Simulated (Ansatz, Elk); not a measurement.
# Bonding as seen by X-rays: CsAu2

The structure of CsAu2 used here is made up (a known structure type with other elements) and was relaxed beforehand with r2SCAN. The aim is the Fourier transform of its all-electron density, F(hkl), set beside the sum over free spherical atoms that refinements use.

Method: DFT, PBE, all-electron APW+lo, Dirac cores, scalar-relativistic bands, static density, no spin, in Elk 11.2.3 (patched build).

The structure was built from a prototype and need not be the compound's stable phase.

## Step 1: Starting point

Symmetry: Fd-3m, No. 227, cubic system. The conventional cell has a = 8.574 Å, b = 8.574 Å, c = 8.574 Å, α = 90.00°, β = 90.00°, γ = 90.00°. Nearest to Au lie 6 Au at 3.03 Å and 6 Cs at 3.55 Å. Cs has 12 Au at 3.55 Å and 4 Cs at 3.71 Å nearest. Farther neighbours are not listed.

## Step 2: Ground state and structure factors

An all-electron density is needed, since X-rays see the cores too. Task 0 finds the density and task 195 Fourier-transforms it; tshift is off so that phases refer to the origin typed.

elk.in

```
tasks
  0
  195

xctype
  20

spinpol
  .false.

rgkmax
  7.0

gmaxvr
  14.0

lmaxo
  7

lmaxapw
  8

swidth
  0.002

tshift
  .false.

ramdisk
  .false.

hmaxvr
  5.5

maxscl
  120

epspot
  1e-06

sppath
  './'

avec
  0.00000000000 8.10121844123 8.10121844123
  8.10121844123 0.00000000000 8.10121844123
  8.10121844123 8.10121844123 0.00000000000

atoms
  2
  'Au.in'
  4
  0.6250000000 0.1250000000 0.6250000000   0.000000 0.000000 0.000000
  0.6250000000 0.6250000000 0.1250000000   0.000000 0.000000 0.000000
  0.1250000000 0.6250000000 0.6250000000   0.000000 0.000000 0.000000
  0.6250000000 0.6250000000 0.6250000000   0.000000 0.000000 0.000000
  'Cs.in'
  2
  0.2500000000 0.2500000000 0.2500000000   0.000000 0.000000 0.000000
  0.0000000000 -0.0000000000 -0.0000000000   0.000000 0.000000 0.000000

ngridk
  5 5 5
```

Run with:

```bash
$ OMP_NUM_THREADS=4 elk
```

Numbers of over 12 decimals in the logs are rounded to 6 here.

Log:

```text
┌─────────────────────────┐
│ Elk code version 11.2.3 │
└─────────────────────────┘

All units are atomic (Hartree, Bohr, etc.)

┌─────────────────────────────────────────────────┐
│ Ground-state run starting from atomic densities │
└─────────────────────────────────────────────────┘

Lattice vectors :
   0.000000000       8.101218441       8.101218441
   8.101218441       0.000000000       8.101218441
   8.101218441       8.101218441       0.000000000

Reciprocal lattice vectors :
 -0.3877926112      0.3877926112      0.3877926112
  0.3877926112     -0.3877926112      0.3877926112
  0.3877926112      0.3877926112     -0.3877926112

Unit cell volume      :    1063.361724
Brillouin zone volume :   0.2332698346

Muffin-tin inner radius fraction :   0.1000000000E-01

Nuclei treated as point charges

Species : 1 (Au)
 parameters loaded from : Au.in
 name : gold
 nuclear charge    :   -79.00000000
 electronic charge :    79.00000000
 atomic mass :    359048.0562
 muffin-tin radius :    2.800000000
 number of radial points in muffin-tin :   1393
 inner part over the whole radius :   0.9928931119E-02
 number on inner part of muffin-tin    :   1000
 approximate nuclear radius :   0.1033733540E-03
 number of mesh points to nuclear radius :    523
 atomic positions (lattice), magnetic fields (Cartesian) :
  1 :  -0.37500000  0.12500000 -0.37500000    0.00000000  0.00000000  0.00000000
  2 :  -0.37500000 -0.37500000  0.12500000    0.00000000  0.00000000  0.00000000
  3 :   0.12500000 -0.37500000 -0.37500000    0.00000000  0.00000000  0.00000000
  4 :  -0.37500000 -0.37500000 -0.37500000    0.00000000  0.00000000  0.00000000

Species : 2 (Cs)
 parameters loaded from : Cs.in
 name : caesium
 nuclear charge    :   -55.00000000
 electronic charge :    55.00000000
 atomic mass :    242271.8146
 muffin-tin radius :    2.800000000
 number of radial points in muffin-tin :   1393
 inner part over the whole radius :   0.9975634425E-02
 number on inner part of muffin-tin    :    996
 approximate nuclear radius :   0.9115647269E-04
 number of mesh points to nuclear radius :    503
 atomic positions (lattice), magnetic fields (Cartesian) :
  1 :   0.25000000  0.25000000  0.25000000    0.00000000  0.00000000  0.00000000
  2 :   0.00000000  0.00000000  0.00000000    0.00000000  0.00000000  0.00000000

Total number of atoms per unit cell :    6
Total muffin-tin volume :    551.7139355
 ratio of muffin-tin to unit cell volume :   0.5188393781

Spin treatment :
 spin-unpolarised

Number of Bravais lattice symmetries :   48
Number of crystal symmetries         :   48
Crystal has no inversion symmetry
Complex Hermitian eigensolver will be used

k-point grid :      5     5     5
k-point offset :    0.000000000       0.000000000       0.000000000
k-point set is reduced with full crystal symmetry group
Total number of k-points :       10

Muffin-tin radius times maximum |G+k| :    7.000000000
 using average radius
Maximum |G+k| for APW functions       :    2.500000000
Maximum (1/2)|G+k|²                   :    3.125000000
Maximum |G| for potential and density :    14.00000000
Constant for pseudocharge density :   10
 order of it for each species :   17  17
 order of it for pair densities of each species (exact exchange by exxq0 0: 18) :   10  10
Radial integration step length :    1

G-vector grid sizes :     54    54    54
Number of G-vectors :    49229

Maximum angular momentum used for
 APW functions            :    8
 outer part of muffin-tin :    7
 inner part of muffin-tin :    2

Total nuclear charge    :   -426.0000000
Total core charge       :    264.0000000
Total valence charge    :    162.0000000
Total excess charge     :    0.000000000
Total electronic charge :    426.0000000

Effective Wigner radius, rₛ :   0.8415132110

Number of empty states         :     24
Total number of valence states :    106
Total number of core states    :    264

Third-order local-orbitals added for an l without core states : T
Total number of local-orbitals :    188

[...]
electron-nuclear            :     -214684.32815460
 Hartree                     :      28315.549936220
 Madelung                    :     -114935.04305616
 xc potential                :     -2380.6386625194
 exchange                    :     -1820.5021965583
 correlation                 :     -25.373326797921
 electron entropic           :    -0.57772040857839E-03
 total energy                :     -91774.475597565

Density of states at Fermi energy :    34.72148410
 (states/Hartree/unit cell)

Estimated indirect band gap :   0.4519383503E-02
 from k-point 1 to k-point 7
Estimated direct band gap   :   0.3371561419E-01
 at k-point 1

Charges :
 core                        :    264.0000000
 valence                     :    162.0000000
 interstitial                :    8.295986010
 muffin-tins (core leakage)
  species : 1 (Au)
[...]
species : 2 (Cs)
[...]
total in muffin-tins        :    417.7040140
 total calculated charge     :    425.9988584
 total charge                :    426.0000000
 error                       :   0.1141645861E-02

RMS change in Kohn-Sham potential (target) :   0.2288460223     (  0.1000000000E-05)
Absolute change in total energy (target)   :    1.356304260     (  0.1000000000E-03)

[... loops 3 to 15 left out ...]

┌──────────────────┐
│ Loop number : 16 │
└──────────────────┘

Energies :
 Fermi                       :     0.229463
 sum of occupied eigenvalues :     -56444.484136173
 electron kinetic            :      104142.32288754
 core electron kinetic       :      100131.10308076
 Coulomb                     :     -194066.98139280
 Coulomb potential           :     -158169.99331869
 nuclear-nuclear             :     -7673.0341299005
 electron-nuclear            :     -214778.56767838
 Hartree                     :      28384.620415482
 Madelung                    :     -114981.98473345
 xc potential                :     -2416.8137050231
 exchange                    :     -1822.1738975836
 correlation                 :     -25.382178703381
 electron entropic           :    -0.68016007438637E-03
 total energy                :     -91772.215261704

Density of states at Fermi energy :    44.43715408
 (states/Hartree/unit cell)

Estimated indirect band gap :   0.5426166293E-02
 from k-point 1 to k-point 6
Estimated direct band gap   :   0.2066623430E-01
 at k-point 1

Charges :
 core                        :    264.0000000
 valence                     :    162.0000000
 interstitial                :    7.394874899
 muffin-tins (core leakage)
  species : 1 (Au)
[...]
species : 2 (Cs)
[...]
total in muffin-tins        :    418.6051251
 total calculated charge     :    425.9988641
 total charge                :    426.0000000
 error                       :   0.1135860586E-02

RMS change in Kohn-Sham potential (target) :   0.6070090430E-07 (  0.1000000000E-05)
Absolute change in total energy (target)   :   0.9931296518E-04 (  0.1000000000E-03)

Convergence targets achieved

┌──────────────────┐
│ Loop number : 17 │
└──────────────────┘

Energies :
 Fermi                       :     0.229463
 sum of occupied eigenvalues :     -56444.484120192
 electron kinetic            :      104142.32290747
 core electron kinetic       :      100131.10309221
 Coulomb                     :     -194066.98139501
 Coulomb potential           :     -158169.99331849
 nuclear-nuclear             :     -7673.0341299005
 electron-nuclear            :     -214778.56767998
 Hartree                     :      28384.620414868
 Madelung                    :     -114981.98473576
 xc potential                :     -2416.8137091746
 exchange                    :     -1822.1738975926
 correlation                 :     -25.382178694952
 electron entropic           :    -0.68015999140562E-03
 total energy                :     -91772.215243983

Density of states at Fermi energy :    44.43714642
 (states/Hartree/unit cell)

Estimated indirect band gap :   0.5426173466E-02
 from k-point 1 to k-point 6
Estimated direct band gap   :   0.2066624233E-01
 at k-point 1

Charges :
 core                        :    264.0000000
 valence                     :    162.0000000
 interstitial                :    7.394874814
 muffin-tins (core leakage)
  species : 1 (Au)
[...]
atom 4                    :    78.10978626     (  0.9676757219E-04)
  species : 2 (Cs)
   atom 1                    :    53.08299008     (  0.1208903863E-04)
   atom 2                    :    53.08299008     (  0.1208903863E-04)
 total in muffin-tins        :    418.6051252
 total calculated charge     :    425.9988641
 total charge                :    426.0000000
 error                       :   0.1135860361E-02

┌──────────────────────────────┐
│ Self-consistent loop stopped │
└──────────────────────────────┘

Wrote STATE.OUT
```

Wall time 89 s (4 threads of Intel Xeon Platinum 8259CL at 2.50GHz (Skylake/Cascade Lake), shared host); peak memory 0.38 GiB.

SFACRHO.OUT:

```text

h k l indices transformed by vhmat matrix:
   1.000000000       0.000000000       0.000000000    
   0.000000000       1.000000000       0.000000000    
   0.000000000       0.000000000       1.000000000    

      h      k      l  multipl.   |H|            Re(F)            Im(F)           |F|

      0      0      0      1   0.0000000       426.00000      0.49966552E-15   426.00000    
     -1     -1     -1      4  0.67167651      -55.519899      -55.519899       78.516995    
      1      1      1      4  0.67167651      -55.519899       55.519899       78.516995    
      0      1      1      6  0.77558522     -0.14757108E-13  0.62543336E-14  0.16027755E-13
      0      1     -1     12   1.0968431       92.448889      0.50501276E-15   92.448889    
     -1     -1      1     12   1.2861626       139.97581      -139.97581       197.95569    
      1     -1      1     12   1.2861626       139.97581       139.97581       197.95569    
      0      2      0      4   1.3433530     -0.29514217E-13   267.55320       267.55320    
      2      2      2      4   1.3433530      0.95921204E-13  -267.55320       267.55320    
      0      2      2      6   1.5511704      -173.90420     -0.73791677E-13   173.90420    
      1      3      1     12   1.6903488      -48.176001      -48.176001       68.131154    
      2      3      2     12   1.6903488      -48.176001       48.176001       68.131154    
     -2     -3     -1     24   1.7342613      0.14757108E-13 -0.78067503E-14  0.16694837E-13
     -1      2     -1     12   1.8997880       77.410318     -0.73404770E-13   77.410318    
      3      3      2     12   1.8997880       77.410318     -0.57291204E-13   77.410318    
      3      3      1     12   2.0150295       121.27988      -121.27988       171.51566    
      0      0      3      4   2.0150295       121.18214      -121.18214       171.37742    
     -2      1     -2     12   2.0150295       121.27988       121.27988       171.51566
```

Elk indexes on the primitive cell of elk.in and gives |H| = 4π sin θ/λ in inverse bohr. Below, one row stands for each form hkl of the conventional cell (m members, Friedel mates merged), F is for one primitive cell and the density is static (no thermal factor). Free-atom factors are Waasmaier and Kirfel's, and R is Σm||F|−|F'||/Σm|F|.

```tsv
hkl	m	sin θ/λ (Å⁻¹)	abs F, DFT	neutral atoms	diff.	abs of complex diff.
111	8	0.101	78.517	78.740	-0.223	0.223
200	6	0.117	0.000	0.000	+0.000	0.000
220	12	0.165	92.449	92.550	-0.101	0.101
311	24	0.193	197.956	198.305	-0.349	0.349
222	8	0.202	267.553	268.383	-0.830	0.830
400	6	0.233	173.904	174.755	-0.851	0.851
331	24	0.254	68.131	68.583	-0.452	0.452
420	24	0.261	0.000	0.000	+0.000	0.000
422	24	0.286	77.410	77.321	+0.089	0.089
511	24	0.303	171.516	171.762	-0.246	0.246
333	8	0.303	171.377	171.762	-0.385	0.385
440	12	0.330	301.569	301.847	-0.278	0.278
531	48	0.345	61.905	61.966	-0.062	0.062
442	24	0.350	0.061	0.000	+0.061	0.061
600	6	0.350	0.000	0.000	+0.000	0.000
620	24	0.369	69.239	69.192	+0.046	0.046
533	24	0.382	155.548	155.517	+0.031	0.031
622	24	0.387	213.692	213.721	-0.029	0.029
```

## Step 3: The highest occupied states alone

An energy window below the Fermi level keeps the highest occupied states, to see at which angles they scatter; shallow core shells can lie inside it and anion s states outside. No new self-consistency is needed.

elk.in, as its differences from that of step 2:

```diff
@@ -1,3 +1,2 @@
 tasks
-  0
   195
@@ -40,2 +39,5 @@
 
+wsfac
+  -0.211530 0.529460
+
 sppath
```

Run with:

```bash
$ OMP_NUM_THREADS=4 elk
```

Log:

```text
┌─────────────────────────────────┐
│ Elk code version 11.2.3 started │
└─────────────────────────────────┘

Info(readinput): the functional depends on the density's gradient
 muffin-tin radial points multiplied by    2.00000
 (not where nrmtscf is given)

┌────────────────────┐
│ Current task : 195 │
└────────────────────┘

Info(sfacrho): density structure factors written to SFACRHO.OUT

 Energy window :  -0.2115300000      0.5294600000

┌──────────────────┐
│ Elk code stopped │
└──────────────────┘
```

Run time: 42 s. Hardware: 4 threads; peak memory 0.22 GiB; 47 s of CPU time.

States within 12 eV below the Fermi level hold 58.00 electrons; any levels below the window count with the cores. Their amplitudes can exceed the total, where window and core parts have opposite phase:

```tsv
hkl	sin θ/λ (Å⁻¹)	abs F, window	abs F, all
111	0.101	10.946	78.517
200	0.117	0.000	0.000
220	0.165	4.086	92.449
311	0.193	10.577	197.956
222	0.202	15.893	267.553
400	0.233	10.525	173.904
331	0.254	4.219	68.131
420	0.261	0.000	0.000
422	0.286	0.012	77.410
511	0.303	2.327	171.516
```

## Step 4: Another functional

The difference from free atoms is small, so it is set against the change that PBEsol makes.

elk.in, as its differences from that of step 3:

```diff
@@ -1,2 +1,3 @@
 tasks
+  0
   195
@@ -4,3 +5,3 @@
 xctype
-  20
+  22
 
@@ -39,5 +40,2 @@
 
-wsfac
-  -0.211530 0.529460
-
 sppath
```

Run with:

```bash
$ OMP_NUM_THREADS=4 elk
```

Log:

```text
┌─────────────────────────┐
│ Elk code version 11.2.3 │
└─────────────────────────┘

All units are atomic (Hartree, Bohr, etc.)

┌─────────────────────────────────────────────────┐
│ Ground-state run starting from atomic densities │
└─────────────────────────────────────────────────┘

Lattice vectors :
   0.000000000       8.101218441       8.101218441
   8.101218441       0.000000000       8.101218441
   8.101218441       8.101218441       0.000000000

Reciprocal lattice vectors :
 -0.3877926112      0.3877926112      0.3877926112
[...]
valence                     :    162.0000000
 interstitial                :    7.461910661
 muffin-tins (core leakage)
  species : 1 (Au)
[...]
species : 2 (Cs)
   atom 1                    :    53.06923602     (  0.1221796653E-04)
   atom 2                    :    53.06923602     (  0.1221796653E-04)
 total in muffin-tins        :    418.5380893
 total calculated charge     :    425.9988432
 total charge                :    426.0000000
 error                       :   0.1156796363E-02

┌──────────────────────────────┐
│ Self-consistent loop stopped │
└──────────────────────────────┘

Wrote STATE.OUT
[key lines of the parts left out:]
total energy                :     -91744.920391011
```

Elapsed: 1.7 min, on 4 threads; peak memory 0.38 GiB.

Against the first run R = 0.01 %; the largest change is -0.034 at 222.

## Step 5: A coarser k-mesh

About half the k-points along each axis test the sampling.

elk.in, as its differences from that of step 4:

```diff
@@ -5,3 +5,3 @@
 xctype
-  22
+  20
 
@@ -62,2 +62,2 @@
 ngridk
-  5 5 5
+  2 2 2
```

Run with:

```bash
$ OMP_NUM_THREADS=4 elk
```

Log:

```text
┌─────────────────────────┐
│ Elk code version 11.2.3 │
└─────────────────────────┘

All units are atomic (Hartree, Bohr, etc.)

┌─────────────────────────────────────────────────┐
│ Ground-state run starting from atomic densities │
└─────────────────────────────────────────────────┘

Lattice vectors :
   0.000000000       8.101218441       8.101218441
   8.101218441       0.000000000       8.101218441
   8.101218441       8.101218441       0.000000000

Reciprocal lattice vectors :
 -0.3877926112      0.3877926112      0.3877926112
[...]
valence                     :    162.0000000
 interstitial                :    7.307070253
 muffin-tins (core leakage)
  species : 1 (Au)
[...]
species : 2 (Cs)
   atom 1                    :    53.08733671     (  0.1208132741E-04)
   atom 2                    :    53.08733671     (  0.1208132741E-04)
 total in muffin-tins        :    418.6929297
 total calculated charge     :    425.9989391
 total charge                :    426.0000000
 error                       :   0.1060907584E-02

┌──────────────────────────────┐
│ Self-consistent loop stopped │
└──────────────────────────────┘

Wrote STATE.OUT
[key lines of the parts left out:]
total energy                :     -91772.164292313
```

The job ended after 72 s (4 threads; peak memory 0.48 GiB; 2.1 min of CPU time).

Against the first run R = 0.01 %; the largest change is +0.055 at 222.

## Step 6: Settings against the effect

```tsv
run	R against the first run (%)	R against neutral atoms, low angle (%)	wall time
PBE, rgkmax 7	0.00	0.27	89 s
PBEsol	0.01	0.29	1.7 min
k-mesh 2×2×2	0.01	0.26	72 s
```

## Step 7: Outcome

```json
{"R against neutral atoms, sin θ/λ < 0.3 Å⁻¹": "0.27 %", "R against neutral atoms, 0.3 to 0.82 Å⁻¹": "0.14 %"}
```

In words: Independent neutral atoms miss the calculated amplitudes by R = 0.27 % below 0.3 Å⁻¹ and 0.14 % from there to 0.82 Å⁻¹; by shells, 0.28 % below 0.15 Å⁻¹ (1 form), 0.27 % 0.15 to 0.3 (6 forms), 0.08 % 0.3 to 0.45 (14 forms), 0.16 % above 0.45 (71 forms). Bonding, aspherical density and the tables' own atoms all enter these figures, and the runs don't part them. The largest change of an amplitude is -0.85 electrons, at 400. The window's part falls from 58.0 electrons at the origin to at most 1.15 between 0.45 and 0.82 Å⁻¹, where compact states inside the window still scatter. The window holds more than the 46 outer electrons of the free atoms, so shallow core shells lie inside it. Below 0.3 Å⁻¹ the changes that finished (PBEsol and k-mesh 2×2×2) move F by R = 0.02 % at most, against the 0.27 % that separates it from free atoms. The basis has no finished test. Spin-orbit coupling is left out, which can matter for elements this heavy. Part of the difference isn't bonding: the tables are fits to free atoms and ions calculated by other methods than this functional. Thermal motion, anomalous dispersion and extinction are left out.

[Logs are printed without paths, hosts, clocks, repeated set-up lines and the standing remarks that a program may print on its own settings, such as how far it seeks lower states.]

[Hosts, paths, dates, database ids (printed as entryN), source tags and the programs' standing remarks are cut or masked in the printed files.]
